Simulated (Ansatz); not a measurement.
# CsZnH3 (model cell, started as cubic perovskite with Zn in the octahedra): from the cell to its phonons, part 2 of 2

Wanted: vibrations and spectra of CsZnH3 (model cell, started as cubic perovskite with Zn in the octahedra); the cell is already relaxed. After the zone centre comes a 2×2×2 q mesh on a 12×12×12 k mesh.

Ansatz 0.2.0; DFT r2SCAN, scalar-relativistic, plane waves, PAW; PAW set soft_1.

So far. Step 2 (Linear response at the zone centre): Before it was imposed, the acoustic sum rule was missed by 6.9e-5 eV/Å². Small misses are needed for a sound result but don't prove that mesh and cutoff are converged. The lowest optical mode is imaginary, 374.5i cm⁻¹, so the energy falls along it.

The structure was built from a prototype and need not be the compound's stable phase.

### Step 3. Response at finite wavevector

Stability and thermal properties need the whole zone. Linear response on a 2×2×2 q mesh gives force constants as far as a supercell of that size would.

Contents of input.yaml:

```yaml
crystal:
  lattice:
    - [4.0907575584, 0.0, 0.0]
    - [0.0, 4.0907575584, 0.0]
    - [0.0, 0.0, 4.0907575584]
  atoms:
    - { symbol: Cs, position: [0.0, 0.0, 0.0] }
    - { symbol: Zn, position: [0.5, 0.5, 0.5] }
    - { symbol: H, position: [0.5, 0.5, 0.0] }
    - { symbol: H, position: [0.5, 0.0, 0.5] }
    - { symbol: H, position: [0.0, 0.5, 0.5] }
kpoints:
  mp_grid: { grid: [12, 12, 12] }
hamiltonian:
  xc: r2scan
  pseudopotentials: { kind: paw, azcp: { folder: soft_1 } }
scf:
  occupations: { method: methfessel_paxton, width: 0.2 }
output:
  eigenvalues: true
phonons:
  method: dfpt
  qmesh: [2, 2, 2]
  temperatures: { t_max: 1000, t_step: 50 }
  qpath:
    path:
      - [[0.0, 0.0, 0.0], [0.0, 0.5, 0.0], [0.5, 0.5, 0.0], [0.0, 0.0, 0.0], [0.5, 0.5, 0.5], [0.0, 0.5, 0.0]]
      - [[0.5, 0.5, 0.5], [0.5, 0.5, 0.0]]
    npoints: 10
```

Started as:

```sh
$ ansatz run input.yaml --threads 4 --pin off --max-ram 16384MiB --backend cpu --events-out ev --progress --plain --runs-dir out
```

Numbers of over 12 decimals in the logs are rounded to 6 here.

The log of the run:

```text
[...]
Crystal: 5 atoms, lattice volume = 68.456 Å³
Basis set: ecut = 500 eV, 1743 PW (Γ), exchange–correlation on 180×180×180 points (216 copies of the dense FFT grid, shifted against one another)
Bands: 17, of which v1, the nominal top of the filled ones, is band 12 counted from 1 (11 counted from 0)
Symmetry: 48 space group operations
k-points: 518 of 1728 (irreducible under 2 space group operations, time reversal used)
[...]
SCF iter   1: F=—  HF=-9061.077616 eV  |F-HF|=—  |Δ(HF+E_count)|=         —  Δρ=9.85e-2  dr2=6.15e0  dr2_τ=1.70e-2  ethr=3.10e-3  ⟨swp⟩=5.1  Hψ=49818  notcnv=0
[...]
SCF iter  12: F=-9059.537305 eV  HF=-9059.537305 eV  |F-HF|=5.46e-12  |Δ(HF+E_count)|=  7.28e-12  S|Δr|=    0.00e0  Δρ=6.40e-8  dr2=2.02e-12  dr2_τ=4.06e-14  ethr=1.00e-12  ⟨swp⟩=10.9  Hψ=50399  notcnv=0
[...]
SCF 1 converged in 12 iterations: F = -9059.537305 eV  dr2 = 2.02e-12
[...]
Basis set: ecut = 500 eV, 1743 PW (Γ), exchange–correlation on 120×120×120 points (64 copies of the dense FFT grid, shifted against one another)
k-points: 84 of 1728
[...]
iter 1 solved again at ethr=3.93e-8 eV; its pass at ethr=3.10e-3 eV (dr2=9.43e-6 eV) is discarded
SCF iter   1: F=—  HF=-9059.537306 eV  |F-HF|=—  |Δ(HF+E_count)|=         —  Δρ=3.00e-7  dr2=3.69e-11  dr2_τ=1.98e-12  ethr=3.93e-8  ⟨swp⟩=3.5  Hψ=12510  notcnv=0
eigensolver tolerance schedule: the retry pair's looser diagonalisation over-reported the residual by 255888.24 of it (diagonalisation noise at an unbounded share of the residual, at the tolerance the schedule requests for it); recorded, not acted on — ethr = c·dr2/N_el stays at c = 1.0e-1
[...]
SCF iter   2: F=—  HF=-9059.537306 eV  |F-HF|=—  |Δ(HF+E_count)|=   2.83e-7  S|Δr|=    0.00e0  Δρ=1.26e-7  dr2=5.17e-12  dr2_τ=1.62e-12  ethr=1.00e-12  ⟨swp⟩=3.6  Hψ=7349  notcnv=0
SCF iter   3: F=-9059.537306 eV  HF=-9059.537306 eV  |F-HF|=3.64e-12  |Δ(HF+E_count)|=  3.64e-12  S|Δr|=    0.00e0  Δρ=6.69e-8  dr2=2.16e-12  dr2_τ=1.51e-13  ethr=1.00e-12  ⟨swp⟩=1.4  Hψ=3310  notcnv=0
SCF 2 converged in 3 iterations: F = -9059.537306 eV  dr2 = 2.16e-12
phonons: the bands overlap, so this run is a metal and interpolates without the dipole-dipole term. If the crystal is really an insulator or semiconductor, its LO-TO splitting is missing
[...]
NSCF: frozen V_eff on 84 k-points
WARN: eigensolver did not converge in 6 slots of this pass, the one above among them; of largest residual over every band (k=10): 1 band(s) unlocked (lowest unlocked band 16, counted from 0; max residual 3.14e-4 eV among the unlocked bands, 3.14e-4 eV over every band); of lowest unlocked band (k=10): band 16
[...]
SCF converged after 12 iterations
[...]
Free energy (F): -9059.537305 eV
[...]
Internal energy: -9059.538318 eV  (E = F + TS)
E sigma→0 (E₀):  -9059.537559 eV
Entropy (-TS):   0.001013 eV (0.203 meV/atom)
Fermi energy:    5.635038 eV
[...]
--- Band table (eV; the first three rows and the last of 518) ---
  k-point 0: bands = [... 8 lower, -0.5492, -0.5492, 5.3135, 5.3135, 11.1014, 11.1014, 11.1014, 13.2496, ... 1 higher]
  k-point 1: bands = [... 8 lower, -0.5426, -0.3837, 5.2256, 5.3430, 10.9950, 10.9950, 11.0002, 12.9608, ... 1 higher]
  k-point 2: bands = [... 8 lower, -0.5241, 0.1007, 4.9369, 5.4275, 10.7154, 10.7154, 10.9505, 12.3208, ... 1 higher]
  k-point 517: bands = [... 8 lower, -0.4297, 2.4311, 2.4311, 2.4311, 4.7651, 14.9545, 14.9545, 14.9545, ... 1 higher]
[...]
ASR residual: 6.939e-5 → 0.000e0 eV/Å²; symmetrization residual: 8.035e-7 eV/Å²
  ASR residual per site (eV/Å²): 9.87e-6 6.94e-5 2.21e-5 2.21e-5 2.21e-5
[...]
--- Phonons (arbitrary-q DFPT): 4 irreducible q on the 2×2×2 mesh ---
  q = [0.0000, 0.0000, 0.0000] (star 1, of the zone-centre solve; hermiticity 3.40e-7, symmetrization 2.62e-10): -374.49 -374.49 -374.49 -0.00 -0.00 -0.00 224.26 224.26 224.26 836.28 836.28 836.28 912.00 912.00 912.00
  q = [0.0000, 0.0000, -0.5000] (star 3, 9 solved perturbations in 2646 linear systems a pass and spin channel, the states on 343 of 1728 k-point pairs; hermiticity 3.00e-7, symmetrization 2.79e-12): -349.34 -349.34 94.01 94.01 94.41 122.15 224.78 224.78 404.26 843.69 843.69 899.83 909.40 909.40 958.86
[...]
sum rule: each row above includes the acoustic sum rule's correction from the zone centre's row sums; it moved no ω² by more than (2.44 cm⁻¹)²
  mesh force constants: q→R imaginary residual 1.72e-17; ASR residual 6.939e-5 → 0.000e0 eV/Å²; symmetrization residual 6.217e-15 eV/Å²
  interpolated dispersion: 62 rows × 15 modes
  density of states and harmonic sums: on the 16×16×16 q-mesh, interpolated from the force constants of a 2×2×2 supercell (no non-analytic term)
  largest difference from the sums on the solved wave vectors: F 8.85e-2 eV, S 9.30e-5 and C_V 4.62e-5 eV/K
  zero-point energy: 0.408496 eV/cell   skipped modes (ω ≤ 0): 410, of them read as no rigid motion or as one in doubt: 407 (2.502e0 modes/cell left out, lowest -1195.74 cm⁻¹)   left out of the sums: 1.67e-1 of the cell's modes: C_V's classical limit lies that fraction below 3 k_B per atom; for a crystal, a wire or a layer, F and S can be off by more, and a phonons.interpolated_qmesh denser along its periods is the remedy for the sampling
```

Elapsed: 17 min, on 4 threads of Arm Neoverse V1, shared host; peak memory 4 GiB; 66 min of CPU time.

This step gave:

| Property | Result |
| --- | --- |
| lowest frequency on the path | -1196 cm⁻¹ |
| highest frequency on the path or at a solved wavevector | 974.6 cm⁻¹ |
| lowest mode on the q mesh (acoustic modes at Γ apart) | -1196 cm⁻¹ |

Frequencies (cm⁻¹) solved at each irreducible wavevector; negative means imaginary. Frequencies by wavevector, by row:

| q in reciprocal lattice units | star | mode 1 | mode 2 | mode 3 | mode 4 | mode 13 | mode 14 | mode 15 |
| --- | --- | --- | --- | --- | --- | --- | --- | --- |
| 0 0 0 | 1 | -374.5 | -374.5 | -374.5 | 0 | 912 | 912 | 912 |
| 0 0 -0.5 | 3 | -349.3 | -349.3 | 94 | 94 | 909.4 | 909.4 | 958.9 |
| 0 -0.5 -0.5 | 3 | -1196 | -258.4 | 61.4 | 61.4 | 877.6 | 877.6 | 974.6 |
| -0.5 -0.5 -0.5 | 1 | -1093 | -1093 | 102 | 102 | 926.8 | 926.8 | 926.8 |

Interpolated from a 2×2×2 q mesh, rough between the solved points. The phonon branches at the labelled points (cm⁻¹):

| point | branch 1 | branch 2 | branch 3 | branch 4 | branch 12 | branch 13 | branch 14 | branch 15 |
| --- | --- | --- | --- | --- | --- | --- | --- | --- |
| Γ | -374 | -374 | -374 | 0 | 836 | 912 | 912 | 912 |
| halfway | -362 | -362 | -184 | 63 | 869 | 908 | 908 | 936 |
| X | -349 | -349 | 94 | 94 | 900 | 909 | 909 | 959 |
| halfway | -938 | -300 | 24 | 73 | 895 | 900 | 901 | 956 |
| M | -1196 | -258 | 61 | 61 | 876 | 878 | 878 | 975 |
| halfway | -759 | -330 | -50 | 33 | 888 | 896 | 898 | 953 |
| Γ | -374 | -374 | -374 | 0 | 836 | 912 | 912 | 912 |
| halfway | -760 | -760 | -24 | 65 | 850 | 911 | 911 | 966 |
| R | -1093 | -1093 | 102 | 102 | 814 | 927 | 927 | 927 |
| halfway | -977 | -761 | 34 | 77 | 845 | 924 | 931 | 941 |
| X | -349 | -349 | 94 | 94 | 900 | 909 | 909 | 959 |
| jump to R | -1093 | -1093 | 102 | 102 | 814 | 927 | 927 | 927 |
| halfway | -1145 | -825 | 82 | 82 | 824 | 915 | 915 | 951 |
| M | -1196 | -258 | 61 | 61 | 876 | 878 | 878 | 975 |

The phonon density of states has structure finer than the step of the table below, so its rows give means over 100 cm⁻¹, whole bins alone (the curve runs from -1190 to 970 cm⁻¹). Peaks (cm⁻¹: height): 90.0: 0.0519, 150.0: 0.0504, 850.0: 0.0538, 910.0: 0.0670, 950.0: 0.0372.

Tetrahedra on a 16×16×16 mesh, mean over bins of 20 cm-1. Interpolated from a 2×2×2 q mesh, rough between the solved points. The phonon density of states by wavenumber; means over each step:

| wavenumber (cm⁻¹) | phonon density of states (1/cm⁻¹/cell) |
| --- | --- |
| -1100 | 0.00201 |
| -1000 | 0.00215 |
| -900 | 0.00198 |
| -800 | 0.00193 |
| -700 | 0.00192 |
| -600 | 0.00198 |
| -500 | 0.00233 |
| -400 | 0.00399 |
| -300 | 0.00161 |
| -200 | 4.4e-4 |
| -100 | 0.00218 |
| 0 | 0.00713 |
| 100 | 0.0384 |
| 200 | 0.0110 |
| 300 | 0.00106 |
| 400 | 5.6e-4 |
| 500 | 0.00104 |
| 600 | 0.00199 |
| 700 | 0.00336 |
| 800 | 0.0199 |
| 900 | 0.0375 |

The partial phonon density of states has structure finer than the step of the table below, so its rows give means over 50 cm⁻¹, whole bins alone (the curve runs from -1193 to 1012 cm⁻¹). Peaks (cm⁻¹: height): Cs 83.1: 0.0331; H 846.1: 0.0460, 901.6: 0.0467; Zn 69.2: 0.0111, 138.6: 0.0263.

Phonopy on the run's constants, 13x13x13 mesh, Gaussian sigma 15.8 cm-1. Interpolated from a 2×2×2 q mesh, rough between the solved points. The partial phonon density of states by wavenumber; means over each step; values in 1/cm⁻¹/cell:

| wavenumber (cm⁻¹) | Cs | H | Zn |
| --- | --- | --- | --- |
| -1150 | 0 | 0.00112 | 0 |
| -1100 | 0 | 0.00213 | 0 |
| -1050 | 0 | 0.00232 | 0 |
| -1000 | 0 | 0.00234 | 0 |
| -950 | 0 | 0.00139 | 2.3e-6 |
| -900 | 0 | 0.00285 | 1.0e-5 |
| -850 | 0 | 0.00120 | 5.1e-6 |
| -800 | 0 | 0.00209 | 1.6e-5 |
| -750 | 0 | 0.00197 | 1.9e-5 |
| -700 | 0 | 0.00221 | 3.0e-5 |
| -650 | 0 | 7.9e-4 | 1.5e-5 |
| -600 | 2.2e-6 | 0.00282 | 1.1e-4 |
| -550 | 5.2e-6 | 0.00240 | 1.1e-4 |
| -500 | 1.0e-5 | 0.00139 | 9.9e-5 |
| -450 | 1.9e-5 | 0.00137 | 2.1e-4 |
| -400 | 4.8e-5 | 0.00421 | 1.0e-3 |
| -350 | 4.6e-5 | 0.00261 | 0.00105 |
| -300 | 1.6e-5 | 8.8e-4 | 6.8e-4 |
| -250 | 2.0e-5 | 2.6e-4 | 3.5e-4 |
| -200 | 3.4e-5 | 1.1e-4 | 2.6e-4 |
| -150 | 6.4e-5 | 1.0e-4 | 6.2e-4 |
| -100 | 2.4e-4 | 1.1e-4 | 0.00170 |
| -50 | 9.8e-4 | 1.0e-4 | 0.00368 |
| 0 | 0.00189 | 6.1e-5 | 0.00264 |
| 50 | 0.0160 | 1.6e-4 | 0.00874 |
| 100 | 0.0273 | 2.0e-4 | 0.0112 |
| 150 | 0.0114 | 4.9e-4 | 0.0188 |
| 200 | 0.00141 | 0.00149 | 0.00572 |
| 250 | 3.0e-4 | 0.00105 | 0.00186 |
| 300 | 5.0e-5 | 6.1e-4 | 4.8e-4 |
| 350 | 2.6e-5 | 5.1e-4 | 1.7e-4 |
| 400 | 1.5e-5 | 4.4e-4 | 4.3e-5 |
| 450 | 1.2e-5 | 6.4e-4 | 4.4e-5 |
| 500 | 1.0e-5 | 0.00106 | 3.8e-5 |
| 550 | 4.5e-6 | 0.00126 | 2.7e-5 |
| 600 | 2.9e-6 | 0.00188 | 2.4e-5 |
| 650 | 0 | 0.00307 | 2.4e-5 |
| 700 | 0 | 0.00336 | 2.0e-5 |
| 750 | 0 | 0.00311 | 1.1e-5 |
| 800 | 6.7e-7 | 0.0164 | 1.3e-5 |
| 850 | 9.4e-6 | 0.0396 | 2.9e-5 |
| 900 | 2.6e-5 | 0.0403 | 7.0e-5 |
| 950 | 8.1e-6 | 0.0247 | 6.1e-5 |

Symmetry leaves 4 wavevectors to solve. The lowest mode among them, the acoustic zeros apart, lies at q = (0, -0.5, -0.5) and is imaginary, 1195.7i cm⁻¹, so the energy falls along it.

### Step 4. What came out

| Item | Value |
| --- | --- |
| space group (within 0.01 Å) | Pm-3m |
| volume per atom | 13.7 Å³ |
| electronic character | no gap on this mesh |
| highest optical mode at the zone centre (no LO-TO term) | 912 cm⁻¹ |
| lowest optical zone-centre mode | -374 cm⁻¹ |
| lowest mode on the q mesh (acoustic modes at Γ apart) | -1196 cm⁻¹ |
| highest frequency on the path or at a solved wavevector | 975 cm⁻¹ |
| imaginary modes on the 2×2×2 q mesh | yes |

Modes are clearly imaginary (beyond 10i cm⁻¹) at 4 of the 4 irreducible wavevectors, most at q = (0, -0.5, -0.5) (1195.7i cm⁻¹), so this structure is not a minimum of the energy. The optical modes at Γ span -374 to 912 cm⁻¹ (negative means imaginary). The highest mode in this list at Γ, 912.0 cm⁻¹, is mostly motion of H (99 % of the kinetic energy). The q mesh stands for a supercell only 8.2 Å across, so branches between the solved wavevectors are rough. With no gap, or one that is small against the smearing, the frequencies hang on the k mesh and the smearing, most of all near Kohn anomalies. Spin-orbit coupling is left out, which can matter for the heavy elements here. A phonon run warned that its eigensolver left some bands unconverged in a pass. The starting cell was built on a prototype and not taken from a measurement, so the phase need not exist. These are harmonic frequencies at zero temperature: anharmonic shifts, linewidths and thermal expansion are left out.

[Logs are printed without paths, hosts, clocks, repeated set-up lines and the standing remarks that a program may print on its own settings, such as how far it seeks lower states.]

[Hosts, paths, dates, database ids (printed as entryN), source tags and the programs' standing remarks are cut or masked in the printed files.]
